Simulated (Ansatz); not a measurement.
# r2SCAN work function of a third face of V from its PBE value

PBE and r2SCAN are run on the same slabs. If the two track each other from face to face, two faces calibrate the third.

How it was computed: Ansatz 0.2.0, plane waves with PAW datasets (its set soft_2) at their recommended cutoffs; symmetric slabs of 7 layers (11 for bcc (111)) cut at the tabulated experimental lattice constant, atoms at bulk places, 18 Å of vacuum, k-spacing 0.16 Å⁻¹ (2π included), Fermi-Dirac smearing of 0.1 eV, SCF threshold 1e-9 eV. The work function is the vacuum level less the Fermi level.

| run | PBE (eV) | r2SCAN (eV) |
| --- | --- | --- |
| V(111) | 3.483 | 3.480 |
| V(100) | 3.857 | ? |
| V(110) | 4.775 | 4.891 |

**Question.** What value belongs in the row marked “?”, and how far can the other rows tell?

Two rows fix a line: slope = (4.891 − 3.480) / (4.775 − 3.483) = 1.0921, intercept −0.3238. At 3.857 it gives 1.0921 × 3.857 + (−0.3238) = 3.888 eV. Rounding of the rows alone allows about ±0.001 eV there; two rows can't show whether the line holds.

The run itself gives 3.864 eV: a miss of −0.024 eV. The plain offset, r2SCAN less PBE, runs from −0.003 to +0.116 eV over the three faces.

**Limits.** Unrelaxed, unreconstructed faces at one geometry; neither value is a test against experiment.
